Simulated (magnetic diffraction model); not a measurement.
# Solving a magnetic structure from powder neutron data: Pr2CF3

Space group Ibam (no. 72), a = 6.0150 Å, b = 11.7870 Å, c = 5.4280 Å.

```
site  atom       x       y    z
  8j    Pr  0.3176  0.9068  1/2
  8j     F  0.8184  0.6994    0
  4a     F       0       0  3/4
  4b     C     1/2       0  3/4
```

The compound is invented for this exercise: a known structure type with other elements, its cell scaled to their sizes and not relaxed.

Only Pr is taken to order (form factors of Pr3+); orders and moment sizes are assumed, and not adapted to the symmetry. Radiation: neutrons of λ = 1.909 Å, 5° to 50°; isotropic B of 0.55 Å² (Pr), 0.97 Å² (F) and 1.04 Å² (C). The intensities are simulated: I ∝ L Σ (|F_N|² + |F_M⊥|²) for unpolarised neutrons, with F_M = 2.695 fm/μB × Σ f(s) S exp(2πi Q·r) exp(−B s²) at Q = H ± k (one set where k and −k are equivalent), only the part normal to Q counting and L = 1/(sin²θ cos θ). For collinear order S is the moment m, which repeats by lattice and centring translations R with the sign exp(−2πi k·R). Form factors are spin-only for 3d ions and dipole or tabulated for f ions, scattering lengths are Sears's of 1992, and absorption is left out. A label names one of the reflections at its angle. The strongest nuclear line in the range is 100, and lines under 0.2 are left out.

Above the ordering temperature:

```
2θ (°)    index      I
 18.64  (0 2 0)   27.7
 20.52  (1 1 0)   31.5
 33.35  (1 2 1)    2.1
 33.74  (1 3 0)    4.8
 37.01  (2 0 0)    0.2
 37.80  (0 4 0)   12.7
 41.18  (0 0 2)    8.9
 41.75  (2 2 0)   62.6
 43.65  (2 1 1)    8.4
 45.56  (0 2 2)   66.8
 46.44  (1 1 2)    5.6
 47.32  (1 4 1)  100.0
```

Below it (cell unchanged):

| 2θ (°) | I |
| --- | --- |
| 9.29 | 68.3 |
| 18.26 | 10.8 |
| 18.64 | 27.7 |
| 20.52 | 31.5 |
| 26.21 | 1.1 |
| 28.12 | 0.3 |
| 28.99 | 23.5 |
| 33.35 | 2.1 |
| 33.74 | 4.8 |
| 37.01 | 0.2 |
| 37.80 | 12.7 |
| 38.24 | 7.8 |
| 39.67 | 27.4 |
| 41.18 | 8.9 |
| 41.75 | 62.6 |
| 42.29 | 0.9 |
| 42.31 | 14.8 |
| 43.65 | 8.4 |
| 45.39 | 3.2 |
| 45.56 | 66.8 |
| 46.44 | 5.6 |
| 46.82 | 14.6 |
| 47.32 | 100.0 |
| 47.77 | 3.0 |
| 49.47 | 0.7 |

**Question.** Find the propagation vector, then choose among these models:
A. collinear moments along [110], 2.1 μB on Pr; signs + at (0.3176, 0.9068, 1/2), + at (0.1824, 0.5932, 0), − at (0.8176, 0.5932, 1/2), − at (0.6824, 0.9068, 0)
B. collinear moments along [111], 2.1 μB on Pr; signs + at (0.3176, 0.9068, 1/2), − at (0.1824, 0.5932, 0), − at (0.8176, 0.5932, 1/2), + at (0.6824, 0.9068, 0)
C. collinear moments along [110], 2.1 μB on Pr; signs + at (0.3176, 0.9068, 1/2), − at (0.1824, 0.5932, 0), − at (0.8176, 0.5932, 1/2), + at (0.6824, 0.9068, 0)
D. collinear moments along [111], 2.1 μB on Pr; signs + at (0.3176, 0.9068, 1/2), + at (0.1824, 0.5932, 0), − at (0.8176, 0.5932, 1/2), − at (0.6824, 0.9068, 0)

The new lines index as (0 1 0) at 9.29°, (1 0 0) at 18.26°, (1 2 0) at 26.21° and (0 3 0) at 28.12°, that is as H ± k with k = (0 0 1). The indices are whole but break the lattice centring, so the moments reverse under a centring translation, those with k·t a half-integer.

Magnetic intensity, observed (below minus above) and for each model:

| 2θ (°) | index | observed | A | B | C | D |
| --- | --- | --- | --- | --- | --- | --- |
| 9.29 | (0 1 0) | 68.3 | <0.2 | 68.3 | 44.0 | <0.2 |
| 18.26 | (1 0 0) | 10.8 | 51.1 | 10.8 | 10.4 | 53.0 |
| 27.66 | (0 2 1) | <0.2 | 35.2 | <0.2 | <0.2 | 33.8 |
| 28.99 | (1 1 1) | 23.5 | 5.1 | 23.5 | 24.9 | 4.8 |
| 39.67 | (1 3 1) | 27.4 | 5.3 | 27.4 | 26.1 | 5.6 |
| 42.31 | (0 1 2) | 14.8 | <0.2 | 14.8 | 17.2 | <0.2 |
| 43.26 | (0 4 1) | <0.2 | 4.9 | <0.2 | <0.2 | 5.6 |
| 45.39 | (1 0 2) | 3.2 | 17.6 | 3.2 | 3.6 | 15.5 |

Model B matches.

The structure used: k = (0 0 1), collinear moments along [111], 2.1 μB on Pr; signs + at (0.3176, 0.9068, 1/2), − at (0.1824, 0.5932, 0), − at (0.8176, 0.5932, 1/2), + at (0.6824, 0.9068, 0).

[Logs are printed without paths, hosts, clocks, repeated set-up lines and the standing remarks that a program may print on its own settings, such as how far it seeks lower states.]
